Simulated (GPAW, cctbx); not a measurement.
# What do these deviations say about the bonding?

BeCd3, I4/mmm (no. 139), a = 4.3337 Å, b = 4.3337 Å, c = 8.0810 Å, α = 90.00°, β = 90.00°, γ = 90.00°.

```csv
atom,mult.,x,y,z
Cd1,2,1/2,1/2,0
Cd2,4,1/2,0,1/4
Be1,2,0,0,0
```

The cell comes from substitution in a known structure type and wasn't matched to any measured phase.

Absolute values of the static structure factors of the conventional cell from DFT (PBE, GPAW) against free spherical atoms, in electrons:

```
hkl  d (Å)  free atoms  crystal
002  4.040       81.43    81.13
101  3.819       80.76    80.47
110  3.064       77.54    77.32
112  2.442      235.67   235.06
103  2.288       71.62    71.54
200  2.167      226.16   225.58
004  2.020      220.21   219.83
202  1.910       66.97    66.98
211  1.885       66.61    66.62
114  1.687       63.39    63.44
```

**Question.** Which way does charge move, and which reflections show it best?

Project each element's phase sum on the total phase. |F| rises if density moves to atoms that scatter in phase and falls if it moves to atoms that scatter against it; the rule is for low angles, since changes of shape take over beyond. Where all elements are in phase the terms compete, and the compactness of the donor's and the acceptor's density matters too.

| hkl | Cd in phase | Be in phase | change (e) | (%) |
| --- | --- | --- | --- | --- |
| 002 | +2.0 | -2.0 | -0.30 | -0.4 |
| 101 | +2.0 | -2.0 | -0.28 | -0.4 |
| 110 | +2.0 | -2.0 | -0.22 | -0.3 |
| 112 | +6.0 | +2.0 | -0.61 | -0.3 |
| 103 | +2.0 | -2.0 | -0.09 | -0.1 |
| 200 | +6.0 | +2.0 | -0.58 | -0.3 |
| 004 | +6.0 | +2.0 | -0.38 | -0.2 |
| 202 | +2.0 | -2.0 | +0.01 | 0.0 |

Low-angle reflections that set elements apart and change by more than 0.05 e: 002, 101, 110 and 103 (202 hardly moves and tells little). The signs fit a gain of density on Be and a loss on Cd. The best witness is 002, -0.4 %, where Be enters with -2.0. The real-space density agrees: Voronoi charges Cd +0.06, Be -0.19 e. The shortest bond, Cd–Cd, has Δρ = +0.01 e/Å³ at its midpoint.

[Outputs are excerpts: Python notices, other lines and further rows are left out; steps that failed or that the build refused (PBEsol, TPSS) are not shown.]

[Logs are printed without paths, hosts, clocks, repeated set-up lines and the standing remarks that a program may print on its own settings, such as how far it seeks lower states.]
